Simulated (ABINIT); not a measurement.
# SiC (Moissanite): G0W0 in ABINIT against the bands in the self-energy

How does the gap of SiC (Moissanite) converge in the bands in the self-energy?

Program: ABINIT 10.8.3. Level of theory: LDA and many-body steps on it, plane waves. Results are calculated unless marked as measured.

Most raw output is cut from this account.

## 1. Starting point

The structure is hexagonal, space group P6_3mc (No. 186). Conventional cell: a = 3.076 Å, b = 3.076 Å, c = 5.048 Å, α = 90.00°, β = 90.00°, γ = 120.00°. Si has 4 C at 1.87 to 1.94 Å nearest. Nearest to C lie 4 Si at 1.87 to 1.94 Å. Farther neighbours are not listed.

Structure file:

```cif
data_structure
_symmetry_space_group_name_H-M 'P 1'
_symmetry_Int_Tables_number 1
_cell_length_a 3.0760
_cell_length_b 3.0760
_cell_length_c 5.0480
_cell_angle_alpha 90.000
_cell_angle_beta 90.000
_cell_angle_gamma 120.000
_cell_volume 41.36
loop_
_atom_site_label
_atom_site_type_symbol
_atom_site_fract_x
_atom_site_fract_y
_atom_site_fract_z
_atom_site_occupancy
Si1 Si 0.33333 0.66667 0.00000 1
Si2 Si 0.66667 0.33333 0.50000 1
C3 C 0.33333 0.66667 0.38500 1
C4 C 0.66667 0.33333 0.88500 1
```

The cell and positions come from the Crystallography Open Database and are kept as given unless a step says otherwise.

## 2. Screening, 3×3×2 mesh, 131 bands, screening to 217.7 eV

This step: ABINIT 10.8.3; RPA screening on LDA, plane waves, norm-conserving pseudopotentials.

The RPA dielectric matrix is built and inverted for each q.

Contents of run.abi:

```
acell 3*1.0 Angstrom
rprim 
  3.075999999976 0.000000000005 0.000000000000
  -1.537999999993 2.663894142018 0.000000000000
  0.000000000000 0.000000000000 5.048000000000
ntypat 2
znucl 14 6
natom 4
typat 1 1 2 2
xred 
  0.333333333333 0.666666666667 0.000000000000
  0.666666666667 0.333333333333 0.500000000000
  0.333333333333 0.666666666667 0.385000000000
  0.666666666667 0.333333333333 0.885000000000
pp_dirpath "pseudos"
pseudos "Si.upf, C.upf"
ecut 37
ngkpt 3 3 2
nshiftk 1
shiftk 0 0 0
kptopt 1
chksymbreak 0
istwfk *1
occopt 1
irdwfk 1
optdriver 3
nband 131
ecuteps 8
inclvkb 2
awtr 1
symchi 1
indata_prefix "in"
outdata_prefix "out"
tmpdata_prefix "tmp"
```

Command:

```
$ OMP_NUM_THREADS=1 mpirun -n 4 abinit run.abi > log
```

Run time: 15 s. Hardware: 4 MPI ranks of Arm Neoverse V1, shared host; peak memory 0.64 GiB; 58 s of CPU time.

This step gave:

| Property | Result |
| --- | --- |
| ε∞ with local fields, on this mesh, along the program's q direction | 8.789 |
| the same without local fields | 9.631 |
| plasma frequency | 23.09 eV |
| plane waves in the screening matrix | 313 |

Local fields lower ε∞ by 9 %. On a Γ-centred mesh this coarse the value itself is usually too large, while a short band sum pulls it down.

## 3. 16 bands

This step: G0W0 on LDA, plane waves, norm-conserving pseudopotentials.

Edit run.abi of step 2 so:

```diff
@@ -25,8 +25,19 @@
 irdwfk 1
-optdriver 3
-nband 131
+optdriver 4
+nband 16
+gwcalctyp 0
+ecutsigx 37
+symsigma 1
+nkptgw 3
+kptgw 
+  0.0000000000 0.0000000000 0.0000000000
+  0.3333333333 0.3333333333 0.0000000000
+  0.3333333333 0.0000000000 0.0000000000
+bdgw 
+  6 10
+  7 10
+  7 10
 ecuteps 8
-inclvkb 2
-awtr 1
-symchi 1
+irdscr 1
+ppmodel 1
 indata_prefix "in"
```

Run time: 4.7 s. Hardware: 4 MPI ranks; peak memory 0.47 GiB; 18 s of CPU time.

This step gave:

- G0W0 gap on the points computed: 2.718 eV
- starting gap on the mesh: 2.222 eV
- k of the valence top: 0, 0, 0
- k of the conduction bottom: 0.3333, 0.3333, 0
- Z at the valence top: 0.816
- Z at the conduction bottom: 0.847
- least direct G0W0 gap on the computed points: 5.375 eV

## 4. 19 bands

Edit run.abi of step 3 so:

```diff
@@ -26,3 +26,3 @@
 optdriver 4
-nband 16
+nband 19
 gwcalctyp 0
```

Wall time 5.1 s (4 MPI ranks); peak memory 0.47 GiB; 20 s of CPU time.

Numbers from this step:

```
G0W0 gap on the points computed              : 2.701 eV
starting gap on the mesh                     : 2.222 eV
k of the valence top                         : 0, 0, 0
k of the conduction bottom                   : 0.3333, 0.3333, 0
Z at the valence top                         : 0.812
Z at the conduction bottom                   : 0.842
least direct G0W0 gap on the computed points : 5.266 eV
```

## 5. 39 bands

The self-energy is evaluated for the states that the input lists, and the levels follow from it, in one-shot runs by the linearised quasiparticle equation.

Edit run.abi of step 4 so:

```diff
@@ -26,3 +26,3 @@
 optdriver 4
-nband 19
+nband 39
 gwcalctyp 0
```

The job ended after 7.8 s (4 MPI ranks; peak memory 0.52 GiB; 31 s of CPU time).

Numbers from this step:

* G0W0 gap on the points computed: 2.758 eV
* starting gap on the mesh: 2.222 eV
* k of the valence top: 0, 0, 0
* k of the conduction bottom: 0.3333, 0.3333, 0
* least direct G0W0 gap on the computed points: 5.210 eV

The gap on the mesh goes from 2.22 eV to 2.76 eV, a correction of +0.54 eV.

## 6. 80 bands

Edit run.abi of step 5 so:

```diff
@@ -26,3 +26,3 @@
 optdriver 4
-nband 39
+nband 80
 gwcalctyp 0
```

Elapsed: 13 s, on 4 MPI ranks; peak memory 0.62 GiB.

This step gave:

| Item | Value |
| --- | --- |
| G0W0 gap on the points computed | 2.886 eV |
| starting gap on the mesh | 2.222 eV |
| k of the valence top | 0, 0, 0 |
| k of the conduction bottom | 0.3333, 0.3333, 0 |
| least direct G0W0 gap on the computed points | 5.280 eV |

Against the run before, the gap moves by +0.128 eV.

## 7. 131 bands

Edit run.abi of step 6 so:

```diff
@@ -26,3 +26,3 @@
 optdriver 4
-nband 80
+nband 131
 gwcalctyp 0
```

Elapsed: 20 s, on 4 MPI ranks; peak memory 0.74 GiB.

This step gave:

```yaml
g0w0_gap_on_the_points_computed: 2.961 eV
starting_gap_on_the_mesh: 2.222 eV
k_of_the_valence_top: 0, 0, 0
k_of_the_conduction_bottom: 0.3333, 0.3333, 0
least_direct_g0w0_gap_on_the_computed_points: 5.329 eV
```

Against the run before, the gap moves by +0.075 eV.

## 8. The runs together

Times are wall times on 4 MPI ranks of Arm Neoverse V1, shared host, good to a factor of about two. A run's time includes the screening step that it read.

```csv
run,mesh,bands,screening cutoff (eV),DFT gap (eV),gap on the mesh (eV),direct (eV),ε∞ used,time
16 bands,3×3×2,16,217.7,2.222,2.718,5.375,8.79,19 s
19 bands,3×3×2,19,217.7,2.222,2.701,5.266,8.79,20 s
39 bands,3×3×2,39,217.7,2.222,2.758,5.210,8.79,22 s
80 bands,3×3×2,80,217.7,2.222,2.886,5.280,8.79,28 s
131 bands,3×3×2,131,217.7,2.222,2.961,5.329,8.79,35 s
```

## 9. Results

| Quantity | Value |
| --- | --- |
| 16 bands | 2.718 eV |
| 19 bands | 2.701 eV |
| 39 bands | 2.758 eV |
| 80 bands | 2.886 eV |
| 131 bands | 2.961 eV |
| known limits | not at the basis limit; coarse k mesh |

What this shows: The setting moved: bands in the self-energy. From 16 bands to 131 bands the gap moves by +0.24 eV. The last step still moves it by +0.075 eV. Bands and screening cutoff are coupled, so a series along one setting does not show full convergence. Bands and cutoff are finite, so the gap is not at the basis limit. The miss can reach some tenths of an eV and take either sign; the mesh is an error of its own. In the first G0W0 run levels were corrected at 3 k points alone, so a gap called «on the mesh» is the least over those, and an edge elsewhere would be missed. The 3×3×2 mesh is coarse for this cell, which bears on the long-range parts of exchange and screening.

[Paths, hosts, dates, memory and timing lines, banners, echoed tables and standing remarks are left out of the program output.]

[Logs are printed without paths, hosts, clocks, repeated set-up lines and the standing remarks that a program may print on its own settings, such as how far it seeks lower states.]

[Runs of the session that timed out or met a known fault of the program may be left out.]

[No measured gap is set beside runs whose start may be inverted or whose files or cutoffs have a known fault.]

[Hosts, paths, dates, database ids (printed as entryN), source tags and the programs' standing remarks are cut or masked in the printed files.]

[G0W0 gaps are taken among the corrected bands and points alone; a level outside them can change the order at an edge.]

[Where Ansatz stands beside ABINIT at settings called matched, ABINIT's density can come from a denser mesh and the files from another edition; pairs whose starting gaps differed by over 0.03 eV were left out, so agreement reads better than it is.]
